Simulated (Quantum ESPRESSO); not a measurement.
# Magnetic state of Fe3PO7 (Grattarolaite) from several starts

Wanted: the moments of Fe3PO7 (Grattarolaite) and the energy of each order that was tried.

Main program and level: Quantum ESPRESSO 7.5; PBEsol; plane waves with GBRV 1.5 PBEsol potentials, no spin-orbit coupling.

**Measured values to reproduce.**

“Partial Antiferromagnetic Helical Order in Fe3PO4O3” (2019, arxiv:1910.08818) quotes from earlier work for Fe3PO4O3, rhombohedral, non-centrosymmetric (earlier work): moment (ordered moment per Fe3+) 4.3 μB [literature value derived from Mössbauer spectra, not from magnetic diffraction …].

**1. The starting structure**

Symmetry: R3m, No. 160, trigonal system. The conventional cell has a = 8.006 Å, b = 8.006 Å, c = 6.863 Å, α = 90.00°, β = 90.00°, γ = 120.00°. Nearest to Fe lie 5 O at 1.89 to 2.19 Å. Nearest to P lie 4 O at 1.50 to 1.57 Å. O has 1 P at 1.57 Å and 3 Fe at 2.19 Å nearest. Nearest to O lie 3 Fe at 1.89 to 1.92 Å. Nearest to O lie 1 P at 1.50 Å and 1 Fe at 1.92 Å. Farther neighbours and most contacts between anions are not listed.

The cell comes from the Crystallography Open Database.

**2. Run 1 (ferro +++)**

The signs are those of the starting moments on the seeded atoms, the atoms that are given a moment.

File pw.in:

```
&CONTROL
  calculation = 'scf'
  prefix = 'pwscf'
  outdir = './tmp'
  pseudo_dir = './pseudo'
  disk_io = 'nowf'
/
&SYSTEM
  ibrav = 0
  celldm(1) = 8
  nat = 11
  ntyp = 3
  ecutwfc = 40
  ecutrho = 280
  nbnd = 68
  occupations = 'smearing'
  smearing = 'fd'
  degauss = 0.00367493
  nspin = 2
  starting_magnetization(1) = 0.25
  starting_magnetization(2) = 0
  starting_magnetization(3) = 0
/
&ELECTRONS
  conv_thr = 2.2d-08
  electron_maxstep = 150
  mixing_beta = 0.3
/
ATOMIC_SPECIES
Fe     55.8450 fe_pbesol_v1.5.uspp.F.UPF
P      30.9738 p_pbesol_v1.5.uspp.F.UPF
O      15.9990 o_pbesol_v1.2.uspp.F.UPF
CELL_PARAMETERS alat
   0.9455717096096    0.5459260810892    0.5403829330623
  -0.9455717096096    0.5459260810892    0.5403829330623
   0.0000000000000   -1.0918521621548    0.5403829330623
ATOMIC_POSITIONS crystal
Fe      0.5395000000    0.1485000000    0.5395000000
Fe      0.5395000000    0.5395000000    0.1485000000
Fe      0.1485000000    0.5395000000    0.5395000000
P       0.0000000000    0.0000000000    0.0000000000
O       0.2289000000    0.2289000000    0.2289000000
O       0.3895000000    0.7668000000    0.3895000000
O       0.3895000000    0.3895000000    0.7668000000
O       0.7668000000    0.3895000000    0.3895000000
O       0.8330000000    0.1440000000    0.8330000000
O       0.8330000000    0.8330000000    0.1440000000
O       0.1440000000    0.8330000000    0.8330000000
K_POINTS automatic
4 4 4 0 0 0
```

Launch:

```bash
$ OMP_NUM_THREADS=1 mpirun -n 4 pw.x -nk 4 -in pw.in > pw.out
```

The log of the run:

```text
Program PWSCF v.7.5 starts

     Message from routine setup:
     using ibrav=0 with symmetry is DISCOURAGED, use correct ibrav instead

     K-points division:     npool     =       4
     Subspace diagonalization in iterative solution of the eigenvalue problem:

     G-vector sticks info
     --------------------
     sticks:   dense  smooth     PW     G-vecs:    dense   smooth      PW
     Sum        2057    1183    361                67667    29297    5067

     Using Slab Decomposition

     bravais-lattice index     =            0
     lattice parameter (alat)  =       8.0000  a.u.
     unit-cell volume          =     856.9414 (a.u.)^3
     number of atoms/cell      =           11
     number of atomic types    =            3
     number of electrons       =        95.00
     number of Kohn-Sham states=           68
     kinetic-energy cutoff     =      40.0000  Ry
     charge density cutoff     =     280.0000  Ry
     scf convergence threshold =      2.2E-08
     mixing beta               =       0.3000
     number of iterations used =            8  plain     mixing
     Exchange-correlation= SLA  PW   PSX  PSC
                           (   1   4  10   8   0   0   0)

     celldm(1)=   8.000000  celldm(2)=   0.000000  celldm(3)=   0.000000
     celldm(4)=   0.000000  celldm(5)=   0.000000  celldm(6)=   0.000000

     crystal axes: (cart. coord. in units of alat)
               a(1) = (   0.945572   0.545926   0.540383 )
               a(2) = (  -0.945572   0.545926   0.540383 )
               a(3) = (   0.000000  -1.091852   0.540383 )

     reciprocal axes: (cart. coord. in units 2 pi/alat)
               b(1) = (  0.528781  0.305292  0.616847 )
               b(2) = ( -0.528781  0.305292  0.616847 )
               b(3) = ( -0.000000 -0.610583  0.616847 )

     PseudoPot. # 1 for Fe read from file:
     fe_pbesol_v1.5.uspp.F.UPF
     Pseudo is Ultrasoft + core correction, Zval = 16.0
     Generated by new atomic code, or converted to UPF format
     Using radial grid of  861 points,  6 beta functions with:
                l(1) =   0
                l(2) =   0
                l(3) =   1
                l(4) =   1
                l(5) =   2
                l(6) =   2
     Q(r) pseudized with  8 coefficients,  rinner =    1.000   1.000   1.000
                                                       1.000   1.000

     PseudoPot. # 2 for P  read from file:
     p_pbesol_v1.5.uspp.F.UPF
     Pseudo is Ultrasoft + core correction, Zval =  5.0
     Generated by new atomic code, or converted to UPF format
     Using radial grid of  903 points,  6 beta functions with:
                l(1) =   0
                l(2) =   0
                l(3) =   1
                l(4) =   1
                l(5) =   2
                l(6) =   2
     Q(r) pseudized with  8 coefficients,  rinner =    1.300   1.300   1.300
                                                       1.300   1.300

     PseudoPot. # 3 for O  read from file:
     o_pbesol_v1.2.uspp.F.UPF
     Pseudo is Ultrasoft + core correction, Zval =  6.0
     Generated by new atomic code, or converted to UPF format
     Using radial grid of  737 points,  5 beta functions with:
                l(1) =   0
                l(2) =   0
                l(3) =   1
                l(4) =   1
                l(5) =   2
     Q(r) pseudized with  8 coefficients,  rinner =    0.900   0.900   0.900
                                                       0.900   0.900

     atomic species   valence    mass     pseudopotential
     Fe               16.00    55.84500     Fe( 1.00)
     P                 5.00    30.97380     P ( 1.00)
     O                 6.00    15.99900     O ( 1.00)

     Starting magnetic structure
     atomic species   magnetization
     Fe              0.250
     P               0.000
     O               0.000

      6 Sym. Ops. (no inversion) found

   Cartesian axes

     site n.     atom                  positions (alat units)
         1        Fe     tau(   1) = (   0.3697185  -0.2134571   0.6633201  )
         2        Fe     tau(   2) = (   0.0000000   0.4269142   0.6633201  )
         3        Fe     tau(   3) = (  -0.3697185  -0.2134571   0.6633201  )
         4        P      tau(   4) = (   0.0000000   0.0000000   0.0000000  )
         5        O      tau(   5) = (  -0.0000000   0.0000000   0.3710810  )
         6        O      tau(   6) = (  -0.3567642   0.2059779   0.8353239  )
         7        O      tau(   7) = (  -0.0000000  -0.4119558   0.8353239  )
         8        O      tau(   8) = (   0.3567642   0.2059779   0.8353239  )
         9        O      tau(   9) = (   0.6514989  -0.3761431   0.9780931  )
        10        O      tau(  10) = (   0.0000000   0.7522861   0.9780931  )
        11        O      tau(  11) = (  -0.6514989  -0.3761431   0.9780931  )

     number of k points=    13  Fermi-Dirac smearing, width (Ry)=  0.0037
                       cart. coord. in units 2pi/alat
        k(    1) = (   0.0000000   0.0000000   0.0000000), wk =   0.0156250
        k(    2) = (  -0.0000000  -0.1526458   0.1542116), wk =   0.0937500
        k(    3) = (   0.0000000   0.3052916  -0.3084233), wk =   0.0468750
        k(    4) = (  -0.1321952  -0.0763229   0.3084233), wk =   0.0937500
        k(    5) = (  -0.1321952   0.3816145  -0.1542116), wk =   0.1875000
        [... 8 further k-points ...]

     Dense  grid:    67667 G-vectors     FFT dimensions: (  54,  54,  54)

     Smooth grid:    29297 G-vectors     FFT dimensions: (  40,  40,  40)

     Check: negative core charge=   -0.000028
     Generating pointlists ...
     new r_m :   0.1843 (alat units)  1.4747 (a.u.) for type    1
     new r_m :   0.1463 (alat units)  1.1707 (a.u.) for type    2
     new r_m :   0.1463 (alat units)  1.1707 (a.u.) for type    3

     Initial potential from superposition of free atoms

     starting charge      91.9998, renormalised to      95.0000
     Starting wfcs are   71 randomized atomic wfcs

     Self-consistent Calculation

     iteration #  1     ecut=    40.00 Ry     beta= 0.30
     Davidson diagonalization with overlap
     ethr =  1.00E-02,  avg # of iterations =  4.9

     total energy              =    -991.35311136 Ry
     estimated scf accuracy    <       2.23788026 Ry

     total magnetization       =    14.99 Bohr mag/cell
     absolute magnetization    =    14.99 Bohr mag/cell

     iteration #  2     ecut=    40.00 Ry     beta= 0.30
     Davidson diagonalization with overlap
     ethr =  2.36E-03,  avg # of iterations =  1.8

     total energy              =    -991.54353068 Ry
     estimated scf accuracy    <       1.59406231 Ry

     total magnetization       =    10.78 Bohr mag/cell
     absolute magnetization    =    10.78 Bohr mag/cell

     iteration #  3     ecut=    40.00 Ry     beta= 0.30
     Davidson diagonalization with overlap
     ethr =  1.68E-03,  avg # of iterations =  1.0

     total energy              =    -991.80515762 Ry
     estimated scf accuracy    <       0.32689381 Ry

     total magnetization       =    14.84 Bohr mag/cell
     absolute magnetization    =    14.84 Bohr mag/cell

     [... further iterations left out ...]

     iteration # 11     ecut=    40.00 Ry     beta= 0.30
     Davidson diagonalization with overlap
     ethr =  4.35E-09,  avg # of iterations =  1.8

     total energy              =    -991.84779280 Ry
     estimated scf accuracy    <       0.00000066 Ry

     total magnetization       =    14.95 Bohr mag/cell
     absolute magnetization    =    14.96 Bohr mag/cell

     iteration # 12     ecut=    40.00 Ry     beta= 0.30
     Davidson diagonalization with overlap
     ethr =  6.98E-10,  avg # of iterations =  2.0

     total energy              =    -991.84779315 Ry
     estimated scf accuracy    <       0.00000007 Ry

     total magnetization       =    14.95 Bohr mag/cell
     absolute magnetization    =    14.96 Bohr mag/cell

     iteration # 13     ecut=    40.00 Ry     beta= 0.30
     Davidson diagonalization with overlap
     ethr =  7.84E-11,  avg # of iterations =  2.0

     total energy              =    -991.84779322 Ry
     estimated scf accuracy    <       0.00000003 Ry

     total magnetization       =    14.95 Bohr mag/cell
     absolute magnetization    =    14.96 Bohr mag/cell

     iteration # 14     ecut=    40.00 Ry     beta= 0.30
     Davidson diagonalization with overlap
     ethr =  2.78E-11,  avg # of iterations =  2.1

     Magnetic moment per site  (integrated on atomic sphere of radius R)
     atom   1 (R=0.184)  charge= 12.7781  magn=  3.7025
     atom   2 (R=0.184)  charge= 12.7781  magn=  3.7025
     atom   3 (R=0.184)  charge= 12.7781  magn=  3.7025
     atom   4 (R=0.146)  charge=  0.8133  magn=  0.0165
     atom   5 (R=0.146)  charge=  4.1261  magn=  0.1721
     atom   6 (R=0.146)  charge=  4.0493  magn=  0.3858
     atom   7 (R=0.146)  charge=  4.0493  magn=  0.3858
     atom   8 (R=0.146)  charge=  4.0493  magn=  0.3858
     atom   9 (R=0.146)  charge=  4.1496  magn=  0.1401
     atom  10 (R=0.146)  charge=  4.1496  magn=  0.1401
     atom  11 (R=0.146)  charge=  4.1496  magn=  0.1401

     End of self-consistent calculation

     [... lines left out ...]
     the Fermi energy is     7.7035 ev

!    total energy              =    -991.84779327 Ry
     estimated scf accuracy    <          1.4E-09 Ry
     smearing contrib. (-TS)   =      -0.00071823 Ry
     internal energy E=F+TS    =    -991.84707505 Ry

     The total energy is F=E-TS. E is the sum of the following terms:
     one-electron contribution =    -652.50868508 Ry
     hartree contribution      =     366.22541726 Ry
     xc contribution           =    -143.64489268 Ry
     ewald contribution        =    -561.91891455 Ry

     total magnetization       =    14.95 Bohr mag/cell
     absolute magnetization    =    14.96 Bohr mag/cell

     convergence has been achieved in  14 iterations

=------------------------------------------------------------------------------=
   JOB DONE.
=------------------------------------------------------------------------------=
```

Wall time 30 s (4 MPI ranks of AMD EPYC 9R14 (Zen 4), shared host); peak memory 0.83 GiB; 2 min of CPU time.

Spin moment in the atom's sphere by atom:

```csv
atom,spin moment in the atom's sphere (μB)
Fe1,3.70
Fe2,3.70
Fe3,3.70
P4,0.02
O5,0.17
O6,0.39
O7,0.39
O8,0.39
O9,0.14
O10,0.14
O11,0.14
```

This step gave:

| Item | Value |
| --- | --- |
| smearing term TS | 0.009772 eV |
| magnetization | 14.95 μB |
| absolute magnetization | 14.96 μB |
| final state | ferromagnetic |

(Continued in part 2 of 2.)

[Logs and program files are shortened in this print: banners, set-up blocks, solver, clock and traceback lines can be left out without a mark of their own.]

[Logs are printed without paths, hosts, clocks, repeated set-up lines and the standing remarks that a program may print on its own settings, such as how far it seeks lower states.]

[Hosts, paths, dates, database ids (printed as entryN), source tags and the programs' standing remarks are cut or masked in the printed files.]

[Where a cell is said to come from a database of computed structures, the database is the Materials Project.]
